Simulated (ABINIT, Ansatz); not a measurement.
# BiAs (Pm-3m): phonons by linear response

How does BiAs (Pm-3m) vibrate, and is this structure a minimum?

Program: ABINIT 10.8.3. Level of theory: DFT LDA, scalar-relativistic, plane waves, HGH norm-conserving pseudopotentials. Results are calculated unless marked as measured.

This is a report of a sequence of runs, with most program output left out.

The structure was built from a prototype and need not be the compound's stable phase.

### 1. Starting point

The structure is cubic, space group Pm-3m (No. 221). The conventional cell has a = 3.699 Å, b = 3.699 Å, c = 3.699 Å, α = 90.00°, β = 90.00°, γ = 90.00°. Nearest to Bi lie 8 As at 3.20 Å. Nearest to As lie 8 Bi at 3.20 Å. Farther neighbours are not listed.

### 2. A first look

A first run with smearing and empty bands tells whether the crystal has a gap, which decides between fixed occupations and smearing later on.

probe.abi

```
# ground state
tolvrs 1.0d-08
prtden 1
prtwf 1

# basis, mesh and filling
ecut 20.0
ixc 7
ngkpt 6 6 6
nshiftk 1
shiftk 0.0 0.0 0.0
istwfk *1
occopt 7
tsmear 0.005
nband 11
nstep 100
diemac 9.0
prtebands 0
prtgsr 0
useylm 1

# cell and atoms
acell 6.989605606 6.989605606 6.989605606
rprim 
    1.0 0.0 0.0
    0.0 1.0 0.0
    0.0 0.0 1.0
ntypat 2
znucl 83 33
natom 2
typat 1 2
xred 
    0.0 0.0 0.0
    0.5 0.5 0.5
pp_dirpath "./pseudo"
pseudos "Bi.hgh, As.hgh"
```

Started as:

```sh
> OMP_NUM_THREADS=1 mpirun -n 4 abinit probe.abi > probe.log
```

Elapsed: 2.2 s, on 4 MPI ranks of Arm Neoverse V2, shared host; 8.4 s of CPU time.

Numbers from this step:

| Item | Value |
| --- | --- |
| volume per atom | 25.30 Å³ |
| pressure | -4.810 GPa |
| gap on the k-mesh | 0 eV |

No gap opens on this mesh, so smearing is kept; the printed pressure holds the stress of the finite basis too.

### 3. Rough relaxation

The typed start is rough, so a first relaxation with smearing and loose thresholds takes it towards rest cheaply.

prerelax.abi

```
# relaxation
ionmov 2
optcell 2
dilatmx 1.15
chkdilatmx 0
ntime 40
tolmxf 3.0d-04
tolvrs 1.0d-10
prtwf 0
prtden 0
chksymtnons 0

# basis, mesh and filling
ecut 21.0
ecutsm 3.0
ixc 7
ngkpt 4 4 4
nshiftk 1
shiftk 0.0 0.0 0.0
istwfk *1
occopt 7
tsmear 0.005
nband 11
nstep 100
diemac 1000000.0
prtebands 0
prtgsr 0
useylm 1

# cell and atoms
acell 6.989605606 6.989605606 6.989605606
rprim 
    1.0 0.0 0.0
    0.0 1.0 0.0
    0.0 0.0 1.0
ntypat 2
znucl 83 33
natom 2
typat 1 2
xred 
    0.0 0.0 0.0
    0.5 0.5 0.5
pp_dirpath "./pseudo"
pseudos "Bi.hgh, As.hgh"
```

Started as:

```sh
> OMP_NUM_THREADS=1 mpirun -n 4 abinit prerelax.abi > prerelax.log
```

It took 5.8 s on 4 MPI ranks; 23 s of CPU time.

Step by step:

```tsv
step	energy less that of the first step (eV)	largest force (eV/Å)	volume (Å³)
1	0.0000	0.0000	50.60
2	-0.0148	0.0000	49.97
3	-0.0411	0.0000	47.40
4	-0.0412	0.0000	47.54
```

```tsv
conventional cell, symmetrised	before	after	change
a (Å)	3.699	3.623	-2.1 %
b (Å)	3.699	3.623	-2.1 %
c (Å)	3.699	3.623	-2.1 %
volume (Å³/atom)	25.30	23.77	-6.0 %
```

Final coordinates:

```cif
data_structure
_symmetry_space_group_name_H-M 'P 1'
_symmetry_Int_Tables_number 1
_cell_length_a 3.6226
_cell_length_b 3.6226
_cell_length_c 3.6226
_cell_angle_alpha 90.000
_cell_angle_beta 90.000
_cell_angle_gamma 90.000
_cell_volume 47.54
loop_
_atom_site_label
_atom_site_type_symbol
_atom_site_fract_x
_atom_site_fract_y
_atom_site_fract_z
_atom_site_occupancy
Bi1 Bi 0.00000 0.00000 0.00000 1
As2 As 0.50000 0.50000 0.50000 1
```

Read from the output:

```
volume per atom : 23.77 Å³
pressure        : -0.01196 GPa
```

The volume changes by -6.0 % in this run and stands -6.0 % from the first cell.

### 4. Relaxation

The harmonic expansion needs vanishing forces, and a free crystal bears no stress, so cell and atoms are brought to rest. Stress is more sensitive to the basis than forces are: the last 3 Ha under the cutoff are smoothed with ecutsm, and the cutoff is raised above that of the later runs.

relax.abi

```
# relaxation
ionmov 2
optcell 2
dilatmx 1.08
ntime 40
tolmxf 1.0d-05
tolvrs 1.0d-14
prtwf 0
prtden 0
chksymtnons 0

# basis, mesh and filling
ecut 26.0
ecutsm 3.0
ixc 7
ngkpt 8 8 8
nshiftk 1
shiftk 0.0 0.0 0.0
istwfk *1
occopt 6
tsmear 0.01
nband 11
nstep 100
diemac 1000000.0
prtebands 0
prtgsr 0
useylm 1

# cell and atoms
acell 6.845790087 6.845790087 6.845790087
rprim 
    1.0 0.0 0.0
    0.0 1.0 0.0
    0.0 0.0 1.0
ntypat 2
znucl 83 33
natom 2
typat 1 2
xred 
    0.0 0.0 0.0
    0.5 0.5 0.5
pp_dirpath "./pseudo"
pseudos "Bi.hgh, As.hgh"
```

Started as:

```sh
> OMP_NUM_THREADS=1 mpirun -n 4 abinit relax.abi > relax.log
```

Elapsed: 18 s, on 4 MPI ranks.

Step by step:

```tsv
step	energy less that of the first step (eV)	largest force (eV/Å)	volume (Å³)
1	0.0000	0.0000	47.54
2	-0.0003	0.0000	47.45
3	-0.0007	0.0000	47.17
4	-0.0007	0.0000	47.17
```

```tsv
conventional cell, symmetrised	before	after	change
a (Å)	3.623	3.613	-0.3 %
b (Å)	3.623	3.613	-0.3 %
c (Å)	3.623	3.613	-0.3 %
volume (Å³/atom)	23.77	23.59	-0.8 %
```

Final coordinates:

```cif
data_structure
_symmetry_space_group_name_H-M 'P 1'
_symmetry_Int_Tables_number 1
_cell_length_a 3.6132
_cell_length_b 3.6132
_cell_length_c 3.6132
_cell_angle_alpha 90.000
_cell_angle_beta 90.000
_cell_angle_gamma 90.000
_cell_volume 47.17
loop_
_atom_site_label
_atom_site_type_symbol
_atom_site_fract_x
_atom_site_fract_y
_atom_site_fract_z
_atom_site_occupancy
Bi1 Bi 0.00000 0.00000 0.00000 1
As2 As 0.50000 0.50000 0.50000 1
```

Numbers from this step:

```yaml
volume_per_atom: 23.59 Å³
pressure: -3.23e-5 GPa
```

The volume changes by -0.8 % in this run and stands -6.8 % from the first cell.

### 5. Self-consistent run for the response

The response is built on these wavefunctions, so the potential is converged far more tightly than an energy would need. Smearing stays on, as the first look found no gap above 0.3 eV.

gs.abi

```
# ground state
tolvrs 1.0d-16
prtden 1
prtwf 1

# basis, mesh and filling
ecut 20.0
ixc 7
ngkpt 8 8 8
nshiftk 1
shiftk 0.0 0.0 0.0
istwfk *1
occopt 6
tsmear 0.01
nband 11
nstep 100
diemac 1000000.0
prtebands 0
prtgsr 0
useylm 1

# cell and atoms
acell 6.828035971 6.828035971 6.828035971
rprim 
    1.0 0.0 0.0
    0.0 1.0 0.0
    0.0 0.0 1.0
ntypat 2
znucl 83 33
natom 2
typat 1 2
xred 
    0.0 0.0 0.0
    0.5 0.5 0.5
pp_dirpath "./pseudo"
pseudos "Bi.hgh, As.hgh"
```

Started as:

```sh
> OMP_NUM_THREADS=1 mpirun -n 4 abinit gs.abi > gs.log
```

Run time: 4.1 s. Hardware: 4 MPI ranks.

Read from the output:

- pressure: -0.2543 GPa

The cell stands at -0.25 GPa: the relaxation ran with a smoothed and higher cutoff, and the difference is a stress of the finite basis.

### 6. Linear response at Γ

At q = 0 one unit cell holds all displacements. The response is solved for single atoms along the cell's directions, and symmetry skips those that follow from others. The crystal is treated as a metal, which screens a static field, so no field response is asked.

dfpt_gamma.abi

```

# common to the responses
getwfk_filepath "gso_WFK"
kptopt 2
nqpt 1
qpt 0.0 0.0 0.0
asr 0
chneut 0

# displacements
rfphon 1
rfatpol 1 2
rfdir 1 1 1
tolvrs 1.0d-10
prtwf 0
prtpot 1

# basis, mesh and filling
ecut 20.0
ixc 7
ngkpt 8 8 8
nshiftk 1
shiftk 0.0 0.0 0.0
istwfk *1
occopt 6
tsmear 0.01
nband 11
nstep 100
diemac 1000000.0
prtebands 0
prtgsr 0
useylm 1

# cell and atoms
acell 6.828035971 6.828035971 6.828035971
rprim 
    1.0 0.0 0.0
    0.0 1.0 0.0
    0.0 0.0 1.0
ntypat 2
znucl 83 33
natom 2
typat 1 2
xred 
    0.0 0.0 0.0
    0.5 0.5 0.5
pp_dirpath "./pseudo"
pseudos "Bi.hgh, As.hgh"
```

Started as:

```sh
> OMP_NUM_THREADS=1 mpirun -n 4 abinit dfpt_gamma.abi > dfpt_gamma.log
```

Wall time 13 s (4 MPI ranks); 52 s of CPU time.

Numbers from this step:

| Item | Value |
| --- | --- |
| largest acoustic frequency at the zone centre before the sum rule | 1.21 cm⁻¹ |
| highest optical zone-centre mode (no LO-TO term) | -65.91 cm⁻¹ |
| lowest optical zone-centre mode | -65.91 cm⁻¹ |

The acoustic modes at Γ come out as far as 1.2 cm⁻¹ from zero, where they should vanish, a small numerical error. The lowest optical mode is imaginary, 66i cm⁻¹, an instability at this level and on this k mesh.

### 7. Linear response on the mesh

Linear response treats each wavevector of the 4×4×4 mesh in the unit cell; the first-order potentials are kept for the electron-phonon matrix elements.

dfpt_q.abi

```
ndtset 9

# wavevectors
qpt1 0.25 0.0 0.0
qpt2 0.5 0.0 0.0
qpt3 0.25 0.25 0.0
qpt4 0.5 0.25 0.0
qpt5 0.5 0.5 0.0
qpt6 0.25 0.25 0.25
qpt7 0.5 0.25 0.25
qpt8 0.5 0.5 0.25
qpt9 0.5 0.5 0.5

# displacements
getwfk_filepath "gso_WFK"
getwfq_filepath "gso_WFK"
kptopt 3
nqpt 1
rfphon 1
rfatpol 1 2
rfdir 1 1 1
tolvrs 1.0d-10
prtwf 0
prtpot 1

# basis, mesh and filling
ecut 20.0
ixc 7
ngkpt 8 8 8
nshiftk 1
shiftk 0.0 0.0 0.0
istwfk *1
occopt 6
tsmear 0.01
nband 11
nstep 100
diemac 1000000.0
prtebands 0
prtgsr 0
useylm 1

# cell and atoms
acell 6.828035971 6.828035971 6.828035971
rprim 
    1.0 0.0 0.0
    0.0 1.0 0.0
    0.0 0.0 1.0
ntypat 2
znucl 83 33
natom 2
typat 1 2
xred 
    0.0 0.0 0.0
    0.5 0.5 0.5
pp_dirpath "./pseudo"
pseudos "Bi.hgh, As.hgh"
```

Started as:

```sh
> OMP_NUM_THREADS=1 mpirun -n 4 abinit dfpt_q.abi > dfpt_q.log
```

Elapsed: 16 min, on 4 MPI ranks.

Read from the output:

```yaml
lowest_mode_on_the_q_mesh_acoustic_ones_at_the_zone_centre_apart: -97.03 cm⁻¹
```

Frequencies (cm⁻¹) before the sum rule at the irreducible wavevectors but Γ, which is solved apart; negative means imaginary. Frequencies by wavevector:

```tsv
q (fractions)	star	mode 1	mode 2	mode 3	mode 4	mode 5	mode 6
0.25 0 0	6	26.06	26.06	40.25	40.25	47.98	66.03
0.5 0 0	3	-24.41	-24.41	26.49	26.49	91.19	114.1
0.25 0.25 0	12	-64	-50.19	37.87	39.96	41	92.31
0.5 0.25 0	12	-64.14	-30.34	42.58	59.43	72.67	95.96
0.5 0.5 0	3	-97.03	-49.8	42.07	42.07	60.75	60.75
0.25 0.25 0.25	8	32.71	50.68	50.68	66.78	68.71	68.71
0.5 0.25 0.25	12	10.95	22.01	58.4	69.59	89.38	92.8
0.5 0.5 0.25	6	44.55	60.18	60.18	71.02	71.02	82.16
0.5 0.5 0.5	1	73.37	73.37	73.37	114.5	114.5	114.5
```

### 8. Interpolated phonon bands

anaddb transforms the dynamical matrices to force constants and back along the path; points of the mesh come back as solved, but for the sum rule and, in polar crystals, the LO-TO term at Γ; the rest is interpolation.

anaddb.abi

```
ddb_filepath "all_DDB"
output_file "anaddb.abo"
outdata_prefix "anaddb"
ifcflag 1
ngqpt 4 4 4
nqshft 1
q1shft 0.0 0.0 0.0
asr 1
chneut 0
dipdip 0
dipquad 0
quadquad 0
enunit 0
eivec 0
nph1l 62
qph1l 
    0.0 0.0 0.0 1.0
    0.0 0.05 0.0 1.0
    0.0 0.1 0.0 1.0
    0.0 0.15 0.0 1.0
    0.0 0.2 0.0 1.0
    0.0 0.25 0.0 1.0
    0.0 0.3 0.0 1.0
    0.0 0.35 0.0 1.0
    0.0 0.4 0.0 1.0
    0.0 0.45 0.0 1.0
    0.0 0.5 0.0 1.0
    0.05 0.5 0.0 1.0
    0.1 0.5 0.0 1.0
    0.15 0.5 0.0 1.0
    0.2 0.5 0.0 1.0
    0.25 0.5 0.0 1.0
    0.3 0.5 0.0 1.0
    0.35 0.5 0.0 1.0
    0.4 0.5 0.0 1.0
    0.45 0.5 0.0 1.0
    0.5 0.5 0.0 1.0
    0.45 0.45 0.0 1.0
    0.4 0.4 0.0 1.0
    0.35 0.35 0.0 1.0
    0.3 0.3 0.0 1.0
    0.25 0.25 0.0 1.0
    0.2 0.2 0.0 1.0
    0.15 0.15 0.0 1.0
    0.1 0.1 0.0 1.0
    0.05 0.05 0.0 1.0
    0.0 0.0 0.0 1.0
    0.05 0.05 0.05 1.0
    0.1 0.1 0.1 1.0
    0.15 0.15 0.15 1.0
    0.2 0.2 0.2 1.0
    0.25 0.25 0.25 1.0
    0.3 0.3 0.3 1.0
    0.35 0.35 0.35 1.0
    0.4 0.4 0.4 1.0
    0.45 0.45 0.45 1.0
    0.5 0.5 0.5 1.0
    0.45 0.5 0.45 1.0
    0.4 0.5 0.4 1.0
    0.35 0.5 0.35 1.0
    0.3 0.5 0.3 1.0
    0.25 0.5 0.25 1.0
    0.2 0.5 0.2 1.0
    0.15 0.5 0.15 1.0
    0.1 0.5 0.1 1.0
    0.05 0.5 0.05 1.0
    0.0 0.5 0.0 1.0
    0.5 0.5 0.5 1.0
    0.5 0.5 0.45 1.0
    0.5 0.5 0.4 1.0
    0.5 0.5 0.35 1.0
    0.5 0.5 0.3 1.0
    0.5 0.5 0.25 1.0
    0.5 0.5 0.2 1.0
    0.5 0.5 0.15 1.0
    0.5 0.5 0.1 1.0
    0.5 0.5 0.05 1.0
    0.5 0.5 0.0 1.0
```

mrgddb.in

```
all_DDB
merged
10
dfpt_gammao_DDB
dfpt_qo_DS1_DDB
dfpt_qo_DS2_DDB
dfpt_qo_DS3_DDB
dfpt_qo_DS4_DDB
dfpt_qo_DS5_DDB
dfpt_qo_DS6_DDB
dfpt_qo_DS7_DDB
dfpt_qo_DS8_DDB
dfpt_qo_DS9_DDB
```

Started as:

```sh
> mrgddb < mrgddb.in > mrgddb.log
> OMP_NUM_THREADS=1 anaddb anaddb.abi > anaddb.log
```

Wall time 0.51 s (1 thread).

Numbers from this step:

| Property | Result |
| --- | --- |
| lowest frequency on the path | -97.06 cm⁻¹ |

Anaddb. The phonon branches at the labelled points (cm⁻¹):

```tsv
point	branch 1	branch 2	branch 3	branch 4	branch 5	branch 6
Γ	-66	-66	-66	0	0	0
halfway	26	26	40	40	48	66
X	-25	-25	26	26	91	114
halfway	-64	-30	43	59	73	96
M	-97	-50	42	42	61	61
halfway	-64	-50	38	40	41	92
Γ	-66	-66	-66	0	0	0
halfway	33	51	51	67	69	69
R	73	73	73	114	114	114
halfway	11	22	58	70	89	93
X	-25	-25	26	26	91	114
jump to R	73	73	73	114	114	114
halfway	45	60	60	71	71	82
M	-97	-50	42	42	61	61
```

The path dips to 97i cm⁻¹.

### 9. Sums over the zone

Sums over the zone need many more wavevectors than were solved, so the interpolation is sampled on a dense mesh.

anaddb.abi

```
ddb_filepath "all_DDB"
output_file "anaddb.abo"
outdata_prefix "anaddb"
ifcflag 1
ngqpt 4 4 4
nqshft 1
q1shft 0.0 0.0 0.0
asr 1
chneut 0
dipdip 0
dipquad 0
quadquad 0
prtdos 2
ng2qpt 12 12 12
dosdeltae 4.5563e-06
ntemper 11
temperinc 100.0
tempermin 0.0
```

Started as:

```sh
> OMP_NUM_THREADS=1 anaddb anaddb.abi > anaddb.log
```

It took 0.57 s on 1 thread.

This step gave:

```yaml
share_of_modes_beyond_3i_cm_minus1_on_the_dense_interpolated_mesh: 0.198
```

The phonon density of states has structure finer than the step of the table below, so its rows give means over 10 cm⁻¹, whole bins alone (the curve runs from -127 to 145 cm⁻¹). Peaks (cm⁻¹: height): -37.1: 0.0301, 62.9: 0.0941, 92.9: 0.0537.

Tetrahedra. Table of phonon density of states by wavenumber; means over each step:

```tsv
wavenumber (cm⁻¹)	phonon density of states (1/cm⁻¹/cell)
-110	0
-100	1.0e-5
-90	0.00139
-80	0.00489
-70	0.00688
-60	0.00943
-50	0.0185
-40	0.0270
-30	0.0184
-20	0.0139
-10	0.0146
0	0.0151
10	0.0168
20	0.0240
30	0.0471
40	0.0618
50	0.0703
60	0.0763
70	0.0516
80	0.0366
90	0.0486
100	0.0284
110	0.00800
120	0
```

### 10. Cross-check with Ansatz

The same cell goes through another code, with its own cutoff. The potentials differ.

This step: DFT LDA, scalar-relativistic, plane waves, PseudoDojo norm-conserving pseudopotentials (Ansatz 0.2.0).

input.yaml

```yaml
crystal:
  lattice:
    - [3.6132410312, 0.0, 0.0]
    - [0.0, 3.6132410312, 0.0]
    - [0.0, 0.0, 3.6132410312]
  atoms:
    - { symbol: Bi, position: [0.0, 0.0, 0.0] }
    - { symbol: As, position: [0.5, 0.5, 0.5] }
kpoints:
  mp_grid: { grid: [8, 8, 8] }
hamiltonian:
  xc: lda
  pseudopotentials: { kind: nc, accuracy: standard }
scf:
  occupations: { method: methfessel_paxton, width: 0.27211 }
output:
  eigenvalues: true
phonons:
  method: dfpt
  qmesh: [4, 4, 4]
  temperatures: { t_max: 1000, t_step: 50 }
  qpath:
    path:
      - [[0.0, 0.0, 0.0], [0.0, 0.5, 0.0], [0.5, 0.5, 0.0], [0.0, 0.0, 0.0], [0.5, 0.5, 0.5], [0.0, 0.5, 0.0]]
      - [[0.5, 0.5, 0.5], [0.5, 0.5, 0.0]]
    npoints: 10
```

Started as:

```sh
> ansatz run input.yaml --threads 4 --pin off --max-ram 8192MiB --backend cpu --events-out ev --progress --plain --runs-dir out
```

The job ended after 6.2 min (4 threads; peak memory 2.2 GiB; 24 min of CPU time).

Read from the output:

```yaml
sum_rule_residual_before_enforcement: 1.48e-4 eV/Å²
lowest_frequency_on_the_path: -93.12 cm⁻¹
share_of_modes_beyond_3i_cm_minus1_on_the_dense_interpolated_mesh: 0.1686
highest_optical_zone_centre_mode_no_lo_to_term: -58.4 cm⁻¹
lowest_optical_zone_centre_mode: -58.4 cm⁻¹
lowest_mode_on_the_q_mesh_acoustic_ones_at_the_zone_centre_apart: -93.12 cm⁻¹
```

### 11. The two compared: ABINIT HGH and Ansatz, PseudoDojo

Numbers from this step:

- root-mean-square difference: 8.29 cm⁻¹
- largest difference: 37.82 cm⁻¹
- root-mean-square difference on the path: 8.1 cm⁻¹
- largest difference on the path: 38.5 cm⁻¹

The 12 of 57 modes that differ most. Frequencies side by side:

```tsv
q (reciprocal lattice)	mode	ABINIT HGH (cm⁻¹)	Ansatz, PseudoDojo (cm⁻¹)
0 0 0	1	-65.91	-58.4
0 0 0	2	-65.91	-58.4
0 0 0	3	-65.91	-58.4
0.25 0 0	3	40.25	45.68
0.25 0 0	4	40.25	45.68
0.5 0 0	1	-24.41	13.41
0.5 0 0	2	-24.41	13.41
0.25 0.25 0	2	-50.19	-38.74
0.5 0.25 0	1	-64.14	-58.87
0.5 0.5 0	5	60.75	69.56
0.5 0.5 0	6	60.75	69.56
0.5 0.25 0.25	1	10.95	25.66
```

At the solved wavevectors the largest difference (acoustic modes at Γ apart) is 33 % of the highest mode, but 155 % of the mode at 24i cm⁻¹ on which it sits.

### 12. Summary of results

```yaml
space_group_after_relaxation: Pm-3m
volume_per_atom: 23.6 Å³
highest_optical_zone_centre_mode_no_lo_to_term: -65.9 cm⁻¹
q_mesh: 4×4×4
lowest_mode_on_the_q_mesh_acoustic_ones_at_the_zone_centre_apart: -97.0 cm⁻¹
imaginary_modes_on_the_q_mesh: yes
largest_difference_from_ansatz_pseudodojo: 37.8 cm⁻¹
```

**Reading.** BiAs (Pm-3m) is unstable: a mode solved on the 4×4×4 mesh is imaginary, 97i cm⁻¹; its spectrum reaches 115 cm⁻¹. At the LDA level the optical modes of BiAs (Pm-3m) at the zone centre lie at 66i cm⁻¹, so the structure is a saddle point, with 3 modes beyond 10i cm⁻¹ there. On other potentials, and in a cell that was not relaxed for them, the second run differs strongly on some modes. The most unstable solved mode lies at q = (0.5, 0.5, 0), on the zone boundary, so the distortion that it points to doubles the cell. ABINIT HGH and Ansatz, PseudoDojo differ by 8.3 cm⁻¹ in the root mean square and by 37.8 cm⁻¹ at most, 33.0 % of the highest mode compared (acoustic modes at Γ left out; ABINIT's values are those before the sum rule); the two use different potentials, and the cell was not relaxed for the second set. These are harmonic frequencies at zero temperature: anharmonic shifts and linewidths and thermal expansion are left out. Spin-orbit coupling is left out, which can matter for the heavy elements here. The HGH files keep few electrons and have no core correction, which is cheap but rough for As and Bi. In a metal the frequencies hang on the k mesh and the smearing, most of all near Kohn anomalies. The structure is a hypothetical one, built on a prototype.

[Host names and launcher messages were left out of these logs when they were recorded.]

[Logs are printed without paths, hosts, clocks, repeated set-up lines and the standing remarks that a program may print on its own settings, such as how far it seeks lower states.]

[Hosts, paths, dates, database ids (printed as entryN), source tags and the programs' standing remarks are cut or masked in the printed files.]
